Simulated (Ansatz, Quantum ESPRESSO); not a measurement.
# TePd (P6_3/mmc): electron–phonon coupling with Quantum ESPRESSO

Aim: mode couplings and λ of TePd (P6_3/mmc) by double-delta sums in Quantum ESPRESSO. The first relaxation steps of the session are not shown, so no cell shown is the starting entry, unless a step says so.

Program: Ansatz 0.2.0 and Quantum ESPRESSO 7.5. Level of theory: DFT PBEsol, scalar-relativistic, plane waves, PAW, in the first sound run; inputs show where later runs differ. Results are calculated unless marked as measured.

This is a report of a sequence of runs, with most program output left out.

## 1. The cell after earlier relaxation steps

It takes space group P6_3/mmc (No. 194, hexagonal). The conventional cell has a = 4.158 Å, b = 4.158 Å, c = 5.610 Å, α = 90.00°, β = 90.00°, γ = 120.00°. Te has 6 Pd at 2.78 Å nearest. Pd has 6 Te at 2.78 Å and 2 Pd at 2.81 Å nearest. Farther neighbours and most contacts between anions are not listed.

## 2. Relaxing tightly for phonons

Phonons are second derivatives about the minimum, so the remaining forces must be small: the thresholds are tightened. Earlier relaxation steps are not shown.

The input, input.yaml:

```yaml
crystal:
  lattice:
    - [4.1577088937, 0.0, 0.0]
    - [-2.0788544468, 3.6006815235, 0.0]
    - [0.0, 0.0, 5.6104398957]
  atoms:
    - { symbol: Te, position: [0.3333333333, 0.6666666667, 0.25] }
    - { symbol: Te, position: [0.6666666667, 0.3333333333, 0.75] }
    - { symbol: Pd, position: [0.0, 0.0, 0.0] }
    - { symbol: Pd, position: [0.0, 0.0, 0.5] }
kpoints:
  mp_grid: { grid: [9, 9, 6] }
hamiltonian:
  xc: pbesol
scf:
  occupations: { method: methfessel_paxton, width: 0.2 }
output:
  forces: true
  stress: true
  eigenvalues: true
relax:
  adjacent_minimum: "off"
  f_tol: 0.001
  max_steps: 60
  cell: { stress_tol: 0.01 }
```

Run with:

```sh
ansatz run input.yaml --threads 8 --pin off --max-ram 16384MiB --backend cpu --events-out ev --progress --plain --runs-dir out
```

Elapsed: 4.1 s, on 8 threads of Arm Neoverse V2, shared host; peak memory 0.56 GiB.

Little changed from the start: no atom moved by 0.005 Å and no cell edge by 0.1 %.

This step gave:

```
pressure          : 3.06e-4 GPa
volume per atom   : 21.00 Å³
metallic on mesh  : yes
gap on the k-mesh : 0 eV
```

The largest force is now zero by symmetry and the largest stress component 4.1e-4 GPa.

## 3. Second program, ground state

ph.x needs a tightly converged ground state on the same k mesh; the cell is that of the step before.

This step: DFT PBEsol, scalar-relativistic, plane waves, GBRV ultrasoft pseudopotentials (Quantum ESPRESSO 7.5).

The input, pw.in:

```
 &control
    calculation='scf',
    prefix='x',
    outdir='./tmp',
    pseudo_dir='./pseudo',
    tprnfor=.true.,
    tstress=.true.,
 /
 &system
    ibrav=4,
    celldm(1)=7.85625591,
    celldm(3)=1.34994349,
    nat=4,
    ntyp=2,
    ecutwfc=45.0,
    ecutrho=360.0,
    occupations='smearing',
    smearing='fd',
    degauss=0.00734986,
    nbnd=37,
 /
 &electrons
    conv_thr=1.0d-11,
    mixing_beta=0.5,
 /
ATOMIC_SPECIES
 Te    127.6000  Te.upf
 Pd    106.4200  Pd.upf
ATOMIC_POSITIONS crystal
 Te     0.333333333   0.666666667   0.250000000
 Te     0.666666667   0.333333333   0.750000000
 Pd     0.000000000   0.000000000   0.000000000
 Pd     0.000000000   0.000000000   0.500000000
K_POINTS automatic
 6 6 4 0 0 0
```

Run with:

```sh
OMP_NUM_THREADS=1 mpirun -n 8 pw.x -nk 8 -in pw.in > pw.x.log
```

Elapsed: 8.5 s, on 8 MPI ranks.

Numbers from this step:

```
pressure : 1.31 GPa
```

With these potentials, mesh and smearing the cell is at 1.3 GPa.

## 4. Second program, linear response: Fermi–Dirac smearing of 0.1 eV

ph.x gives each mode's frequency and linewidth; λ of a mode follows from Gaussian double-delta sums over the k mesh, here at four widths.

The input, ph.in:

```
phonons and couplings
 &inputph
    prefix='x',
    outdir='./tmp',
    tr2_ph=1.0d-15,
    fildyn='x.dyn',
    fildvscf='dvscf',
    ldisp=.true.,
    nq1=2,
    nq2=2,
    nq3=2,
    electron_phonon='simple',
    el_ph_ngauss=0,
    el_ph_sigma=0.00734986,
    el_ph_nsigma=4,
    alpha_mix(1)=0.5,
    amass(1)=127.6,
    amass(2)=106.42,
 /
```

Run with:

```sh
OMP_NUM_THREADS=1 mpirun -n 8 ph.x -nk 8 -in ph.in > ph.x.log
```

The job ended after 19 min (8 MPI ranks).

Numbers from this step:

| Property | Result |
| --- | --- |
| highest frequency, solved or plainly interpolated | 203.4 cm⁻¹ |
| omega log against width | 8.738, 8.681, 8.818, 8.955 meV, at widths 0.1 to 0.4 eV |

As ph.x prints them, no sum rule imposed; at the zone centre the sum is no linewidth. Double-delta sums, the first 40 of 48 rows:

```
q1    q2    q3  star  mode  omega (meV)  lambda_q, sigma 0.1 eV  lambda_q, sigma 0.2 eV  lambda_q, sigma 0.3 eV  lambda_q, sigma 0.4 eV  half width at sigma 0.2 (meV)
 0     0     0     1     1      -0.6399                       0                       0                       0                       0                        1.24e-4
 0     0     0     1     2      -0.6399                       0                       0                       0                       0                        1.24e-4
 0     0     0     1     3       -0.596                       0                       0                       0                       0                              0
 0     0     0     1     4         10.4                  0.0147                  0.0107                  0.0149                  0.0289                       0.005335
 0     0     0     1     5         10.4                  0.0147                  0.0107                  0.0149                  0.0289                       0.005335
 0     0     0     1     6        13.68                  0.4219                  0.2381                  0.1554                  0.1176                         0.2045
 0     0     0     1     7        13.68                  0.4219                  0.2381                  0.1554                  0.1176                         0.2045
 0     0     0     1     8        14.73                  0.6265                  0.4386                  0.2773                  0.1898                         0.4368
 0     0     0     1     9        15.52                       0                       0                 6.00e-4                  0.0025                              0
 0     0     0     1    10        17.72                   0.278                  0.1622                  0.0977                  0.0678                         0.2335
 0     0     0     1    11        17.72                   0.278                  0.1622                  0.0977                  0.0678                         0.2335
 0     0     0     1    12        23.68                   0.048                  0.0267                  0.0162                  0.0124                        0.06865
 0     0  -0.5     1     1        6.697                  0.0308                  0.0274                  0.0333                  0.0352                       0.005625
 0     0  -0.5     1     2        6.697                  0.0308                  0.0274                  0.0333                  0.0352                       0.005625
 0     0  -0.5     1     3        6.697                  0.0308                  0.0274                  0.0333                  0.0352                       0.005625
 0     0  -0.5     1     4        6.697                  0.0308                  0.0274                  0.0333                  0.0352                       0.005625
 0     0  -0.5     1     5        12.97                  0.0439                  0.0255                  0.0219                  0.0204                        0.01969
 0     0  -0.5     1     6        12.97                  0.0439                  0.0255                  0.0219                  0.0204                        0.01969
 0     0  -0.5     1     7        17.95                  0.0299                  0.0162                  0.0159                  0.0184                        0.02395
 0     0  -0.5     1     8        17.95                  0.0299                  0.0162                  0.0159                  0.0184                        0.02395
 0     0  -0.5     1     9        17.95                  0.0299                  0.0162                  0.0159                  0.0184                        0.02395
 0     0  -0.5     1    10        17.95                  0.0299                  0.0162                  0.0159                  0.0184                        0.02395
 0     0  -0.5     1    11        19.18                  0.0238                  0.0203                  0.0254                  0.0241                        0.03433
 0     0  -0.5     1    12        19.18                  0.0238                  0.0203                  0.0254                  0.0241                        0.03433
 0  -0.5     0     3     1        4.112                  0.6911                  0.4328                  0.3677                  0.3305                        0.03358
 0  -0.5     0     3     2        7.405                  0.1731                  0.0939                  0.0616                  0.0516                        0.02361
 0  -0.5     0     3     3         9.49                  0.2826                  0.1402                   0.088                  0.0712                        0.05794
 0  -0.5     0     3     4         11.7                  0.0524                  0.0293                  0.0268                  0.0288                        0.01845
 0  -0.5     0     3     5        12.55                  0.0632                  0.0534                  0.0549                  0.0558                        0.03859
 0  -0.5     0     3     6        13.11                  0.0174                  0.0133                  0.0104                  0.0135                         0.0105
 0  -0.5     0     3     7        13.18                  0.0414                  0.0246                  0.0198                  0.0226                         0.0196
 0  -0.5     0     3     8        15.49                  0.2394                  0.1189                  0.0703                  0.0474                         0.1308
 0  -0.5     0     3     9        16.55                  0.0045                  0.0113                  0.0144                  0.0165                        0.01414
 0  -0.5     0     3    10        18.03                  0.0428                  0.0279                  0.0239                  0.0234                         0.0416
 0  -0.5     0     3    11        20.25                  0.0233                  0.0205                  0.0201                  0.0191                        0.03863
 0  -0.5     0     3    12        25.22                  0.0373                  0.0182                  0.0114                  0.0099                         0.0531
 0  -0.5  -0.5     3     1        8.378                  0.0076                  0.0206                  0.0415                  0.0538                       0.006658
 0  -0.5  -0.5     3     2        8.378                  0.0076                  0.0206                  0.0415                  0.0538                       0.006658
 0  -0.5  -0.5     3     3        8.558                  0.2029                  0.1061                  0.0907                  0.0899                        0.03565
 0  -0.5  -0.5     3     4        8.558                  0.2029                  0.1061                  0.0907                  0.0899                        0.03565
```

Mean over the q mesh without its centre; few wavevectors enter, so none of the widths can be taken as converged. Table of coupling constant λ, lambda by Gaussian width:

```
Gaussian width (eV)  coupling constant λ, lambda
              0.100                         1.12
              0.200                        0.673
              0.300                        0.594
              0.400                        0.571
```

λ runs from 1.12 at 0.1 eV to 0.571 at 0.4 eV.

## 5. Summary of results

| Property | Result |
| --- | --- |
| phonon run of the rows without a label of their own | PBEsol, q 2×2×2, k 6×6×4 |
| coupling λ by Gaussian sums at 0.2 eV, Quantum ESPRESSO, GBRV, cutoff 612 eV, q 2×2×2, k 6×6×4 | 0.673 |

In words: Under gradient-corrected functionals ph.x can misplace modes where the density is low; no frozen-phonon run checks these frequencies. In the last run that gave them, λ from the Gaussian sums still varies by a factor of 2.0 between widths of 0.1 and 0.4 eV; these sums hold few wavevectors and leave out the zone centre.

[Logs are printed without paths, hosts, clocks, repeated set-up lines and the standing remarks that a program may print on its own settings, such as how far it seeks lower states.]

[Hosts, paths, dates, database ids (printed as entryN), source tags and the programs' standing remarks are cut or masked in the printed files.]
